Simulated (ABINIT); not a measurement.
# A GW chain in ABINIT: CaO (Lime), part 3 of 3

Aim: the G0W0 gap of CaO (Lime) on PBE, step by step.

ABINIT 10.8.3; PBE and many-body steps on it, plane waves. Known limits of the many-body steps: not at the basis limit.

So far. Step 4 (Empty states on the mesh, 6×6×6 mesh, 144 bands): On this mesh the gap is 3.662 eV. Step 5 (Screening, 6×6×6 mesh, 136 bands, screening to 217.7 eV): Local fields lower ε∞ by 9 %.

### 6. Self-energy, 6×6×6 mesh, 136 bands, screening to 217.7 eV

The self-energy is evaluated for the states that the input lists, and the levels follow from it, in one-shot runs by the linearised quasiparticle equation.

This step: G0W0 on PBE, plane waves, norm-conserving pseudopotentials.

File run.abi:

```
acell 3*1.0 Angstrom
rprim 
  -0.000000000000 2.406500000000 2.406500000000
  2.406500000000 -0.000000000000 2.406500000000
  2.406500000000 2.406500000000 -0.000000000000
ntypat 2
znucl 20 8
natom 2
typat 1 2
xred 
  0.000000000000 0.000000000000 0.000000000000
  0.500000000000 0.500000000000 0.500000000000
pp_dirpath "pseudos"
pseudos "Ca.upf, O.upf"
ecut 36
ngkpt 6 6 6
nshiftk 1
shiftk 0 0 0
kptopt 1
chksymbreak 0
istwfk *1
occopt 1
irdwfk 1
optdriver 4
nband 136
gwcalctyp 0
ecutsigx 36
symsigma 1
nkptgw 2
kptgw 
  0.0000000000 0.0000000000 0.0000000000
  0.5000000000 0.5000000000 0.0000000000
bdgw 
  6 12
  7 10
ecuteps 8
irdscr 1
ppmodel 1
indata_prefix "in"
outdata_prefix "out"
tmpdata_prefix "tmp"
```

Command:

```sh
> OMP_NUM_THREADS=1 mpirun -n 8 abinit run.abi > log
```

Numbers of over 12 decimals in the logs are rounded to 6 here.

Output:

```text
.Version 10.8.3 of ABINIT. v10.8.2 released Aug 2026.

 Symmetries : space group Fm -3 m (#225); Bravais cF (face-center cubic)
[... echo of the input left out ...]
== DATASET  1 ==================================================================
-   mpi_nproc: 8, omp_nthreads: 1 (-1 if OMP is not activated)

--- !DatasetInfo
iteration_state: {dtset: 1, }
dimensions: {natom: 2, nkpt: 16, mband: 136, nsppol: 1, nspinor: 1, nspden: 1, mpw: 1964, }
cutoff_energies: {ecut:  36.0, pawecutdg:  -1.0, }
electrons: {nelect:   1.60000000E+01, charge:   0.00000000E+00, occopt:   1.00000000E+00, tsmear:   1.00000000E-02, }

 SIGMA: Calculation of the GW corrections

 Based on a program developped by R.W. Godby, V. Olevano, G. Onida, and L. Reining.
 Incorporated in ABINIT by V. Olevano, G.-M. Rignanese, and M. Torrent.
.Using double precision arithmetic ; gwpc =  8

[... cell and pseudopotentials left out ...]
--------------------------------------------------------------------------------

 ==== K-mesh for the wavefunctions ====
 Number of points in the irreducible wedge :    16
[... list of points left out ...]
 Together with 48 symmetry operations and time-reversal symmetry
 yields   216 points in the full Brillouin Zone.

 ==== Q-mesh for screening function ====
 Number of points in the irreducible wedge :    16
[... list of points left out ...]
 Together with 48 symmetry operations and time-reversal symmetry
 yields   216 points in the full Brillouin Zone.

 vcoul_init : cutoff-mode = AUXILIARY_FUNCTION
 q-points for optical limit:   1
     1)      0.000010    0.000020    0.000030
 setmesh: FFT mesh size selected  =    36x   36x   36
          total number of points  =        46656

 Number of electrons calculated from density =   16.0000; Expected =   16.0000
 average of density, n =  0.085062
 r_s =    1.4106
 omega_plasma =   28.1335 [eV]

 === KS Band Gaps ===
  >>>> For spin  1
   Minimum direct gap =   4.0368 [eV], located at k-point      :   0.5000  0.5000  0.0000
   Fundamental gap    =   3.6624 [eV], Top of valence bands at :   0.0000  0.0000  0.0000
                                       Bottom of conduction at :   0.5000  0.5000  0.0000
 SIGMA fundamental parameters:
 PLASMON POLE MODEL  1
 number of plane-waves for SigmaX                 1917
 number of plane-waves for SigmaC and W            181
 number of plane-waves for wavefunctions          1917
 number of bands                                   136
 number of independent spin polarizations            1
 number of spinorial components                      1
 number of k-points in IBZ                          16
 number of q-points in IBZ                          16
 number of symmetry operations                      48
 number of k-points in BZ                          216
 number of q-points in BZ                          216
 number of frequencies for dSigma/dE                 9
 frequency step for dSigma/dE [eV]                0.25
 number of omega for Sigma on real axis              0
 max omega for Sigma on real axis  [eV]           0.00
 zcut for avoiding poles [eV]                     0.10

 EPSILON^-1 parameters (SCR file):
 dimension of the eps^-1 matrix on file            181
 dimension of the eps^-1 matrix used               181
 number of plane-waves for wavefunctions          1917
 number of bands                                   136
 number of q-points in IBZ                          16
 number of frequencies                               2
 number of real frequencies                          1
 number of imag frequencies                          1

 matrix elements of self-energy operator (all in [eV])

 Perturbative Calculation

--- !SelfEnergy_ee
iteration_state: {dtset: 1, }
kpoint     : [   0.000,    0.000,    0.000, ]
spin       : 1
KS_gap     :    4.714
QP_gap     :    6.214
Delta_QP_KS:    1.500
data: !SigmaeeData |
     Band     E0 <VxcDFT>   SigX SigC(E0)      Z dSigC/dE  Sig(E)    E-E0       E
        6   5.064 -19.387 -24.633   3.985   0.781  -0.281 -20.372  -0.985   4.080
        7   5.064 -19.387 -24.633   3.985   0.781  -0.281 -20.372  -0.985   4.080
        8   5.064 -19.387 -24.633   3.985   0.781  -0.281 -20.372  -0.985   4.080
        9   9.779 -10.893  -6.430  -3.853   0.845  -0.184 -10.378   0.515  10.294
       10  11.292 -13.900  -7.002  -4.737   0.843  -0.187 -12.079   1.821  13.113
       11  11.292 -13.900  -7.002  -4.737   0.843  -0.187 -12.079   1.821  13.113
       12  11.292 -13.900  -7.002  -4.737   0.843  -0.187 -12.079   1.821  13.113

--- !SelfEnergy_ee
iteration_state: {dtset: 1, }
kpoint     : [   0.500,    0.500,    0.000, ]
spin       : 1
KS_gap     :    4.037
QP_gap     :    6.286
Delta_QP_KS:    2.249
data: !SigmaeeData |
     Band     E0 <VxcDFT>   SigX SigC(E0)      Z dSigC/dE  Sig(E)    E-E0       E
        7   4.690 -18.916 -24.314   3.998   0.779  -0.284 -20.006  -1.091   3.599
        8   4.690 -18.916 -24.314   3.998   0.779  -0.284 -20.006  -1.091   3.599
        9   8.727 -11.430  -5.899  -4.169   0.850  -0.176 -10.272   1.158   9.885
       10  13.087 -16.112  -8.832  -4.826   0.833  -0.200 -14.067   2.045  15.133

== END DATASET(S) ==============================================================
================================================================================

 -outvars: echo values of variables after computation  --------
           etotal      0.0000000000E+00
            nband         136
             nkpt          16
          spgroup         225
 [... the other variables as echoed above ...]

 Calculation completed.
```

It took 7.4 s on 8 MPI ranks of Arm Neoverse V2, shared host; peak memory 1.6 GiB; 58 s of CPU time.

This step gave:

| Property | Result |
| --- | --- |
| G0W0 gap on the points computed | 5.805 eV |
| starting gap on the mesh | 3.662 eV |
| k of the valence top | 0, 0, 0 |
| k of the conduction bottom | 0.5, 0.5, 0 |
| Z at the valence top | 0.781 |
| Z at the conduction bottom | 0.85 |
| least direct G0W0 gap on the computed points | 6.214 eV |

The gap on the mesh goes from 3.66 eV to 5.80 eV, a correction of +2.14 eV.

Limits: finite bands, cutoff and mesh. v1 is the top filled band, c1 the lowest empty one. The levels before and after the correction (eV, zero at the valence-band top of each column):

```csv
,conduction bottom,valence top
Kohn-Sham,3.66,0.00
G0W0,5.80,0.00
```

```csv
,level,energy (eV)
Kohn-Sham,Γ v3-v1,0.000
Kohn-Sham,Γ c1,4.714
Kohn-Sham,Γ c2-c4,6.228
Kohn-Sham,(0.5 0.5 0) v2-v1,-0.374
Kohn-Sham,(0.5 0.5 0) c1,3.662
Kohn-Sham,(0.5 0.5 0) c2,8.023
G0W0,Γ v3-v1,0.000
G0W0,Γ c1,6.214
G0W0,Γ c2-c4,9.033
G0W0,(0.5 0.5 0) v2-v1,-0.481
G0W0,(0.5 0.5 0) c1,5.805
G0W0,(0.5 0.5 0) c2,11.053
```

### 7. Where the time went

Times are wall times on 8 MPI ranks of Arm Neoverse V2, shared host, good to a factor of about two.

```csv
step,time,share,memory (GiB)
ground state,4.9 s,7 %,0.52
bands along the symmetry lines,4.3 s,6 %,0.48
empty states on the mesh,13 s,19 %,2.1
screening,37 s,56 %,1.6
self-energy,7.4 s,11 %,1.6
```

### 8. Results

```
PBE gap              : 3.66 eV, indirect
G0W0 gap on the mesh : 5.80 eV
GW settings          : 6×6×6 mesh, 136 bands, screening to 217.7 eV, Godby-Needs plasmon pole
known limits         : not at the basis limit
```

**Reading.** G0W0 moves the gap on the mesh from 3.66 eV to 5.80 eV (+2.14 eV), with Z of 0.78 and 0.85 at the edges. Local fields lower the RPA ε∞ on this mesh from 3.92 to 3.57. Only 2 of the mesh's irreducible points were corrected, so a valley elsewhere could overtake. The dearest step here is «screening». Bands and cutoff are finite, so the gap is not at the basis limit. The miss can reach some tenths of an eV and take either sign; the mesh is an error of its own. In the G0W0 run levels were corrected at 2 k points alone, so a gap called «on the mesh» is the least over those, and an edge elsewhere would be missed.

[Paths, hosts, dates, memory and timing lines, banners, echoed tables and standing remarks are left out of the program output.]

[Logs are printed without paths, hosts, clocks, repeated set-up lines and the standing remarks that a program may print on its own settings, such as how far it seeks lower states.]

[Runs of the session that timed out or met a known fault of the program may be left out.]

[Hosts, paths, dates, database ids (printed as entryN), source tags and the programs' standing remarks are cut or masked in the printed files.]

[G0W0 gaps are taken among the corrected bands and points alone; a level outside them can change the order at an edge.]

[Where Ansatz stands beside ABINIT at settings called matched, ABINIT's density can come from a denser mesh and the files from another edition; pairs whose starting gaps differed by over 0.03 eV were left out, so agreement reads better than it is.]
